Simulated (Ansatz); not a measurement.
Planning a run of Ansatz 0.2.0 on Ga2O3 (C2/m). The input:

```yaml
crystal:
  lattice:
    - [6.107, -1.51855, 0.0]
    - [6.107, 1.51855, 0.0]
    - [-1.3859888959, 0.0, 5.630008738]
  atoms:
    - { symbol: Ga, position: [0.0905, 0.0905, 0.7946] }
    - { symbol: Ga, position: [0.9095, 0.9095, 0.2054] }
    - { symbol: Ga, position: [0.65866, 0.65866, 0.31402] }
    - { symbol: Ga, position: [0.34134, 0.34134, 0.68598] }
    - { symbol: O, position: [0.1645, 0.1645, 0.1098] }
    - { symbol: O, position: [0.8355, 0.8355, 0.8902] }
    - { symbol: O, position: [0.1733, 0.1733, 0.5632] }
    - { symbol: O, position: [0.8267, 0.8267, 0.4368] }
    - { symbol: O, position: [0.4959, 0.4959, 0.2566] }
    - { symbol: O, position: [0.5041, 0.5041, 0.7434] }
kpoints:
  mp_grid: { grid: [8, 8, 4] }
  band_path:
    path:
      - [0.0, 0.0, 0.0]
      - [-0.2663944, 0.2663944, 0.0]
      - [-0.7336056, -0.2663944, 0.0]
      - [-0.5, -0.5, 0.0]
      - [-0.5, -0.5, 0.5]
      - [-0.74186107, -0.25813893, 0.5]
      - [-0.25813893, 0.25813893, 0.5]
      - [0.0, 0.0, 0.5]
      - [-0.548372214, -0.451627786, 0.5]
    npoints: 1
hamiltonian:
  xc: r2scan
scf:
  occupations: { method: fixed }
  n_extra_bands: 7
  max_iter: 80
output:
  eigenvalues: true
  forces: true
  stress: true
basis:
  ecutwfc: 750.0
```

```sh
ansatz run input.yaml --threads 3 --pin off --max-ram 92160MiB --backend cuda --events-out ev --progress --plain --runs-dir out --devices 1 --max-vram 13GiB
```

How long will it take on 1 × NVIDIA H100 80GB HBM3 (shared by 6 runs) with 3 threads of AMD EPYC 7R13 (Zen 3), shared host, and how much memory?

It took 24 s; on shared hardware allow 12 s to 48 s. Peak host memory was 1.3 GiB. The sizes that set the cost: 4857 plane waves a state, 78 irreducible k points and 8 SCF cycles.

[Paths, hosts, dates, memory and timing lines, banners, echoed tables and standing remarks are left out of the program output.]

[Logs are printed without paths, hosts, clocks, repeated set-up lines and the standing remarks that a program may print on its own settings, such as how far it seeks lower states.]

[Runs of the session that timed out or met a known fault of the program may be left out.]

[Cells called generated may have been cut or substituted from an entry of the Crystallography Open Database or the Materials Project.]

[Hosts, paths, dates, database ids (printed as entryN), source tags and the programs' standing remarks are cut or masked in the printed files.]
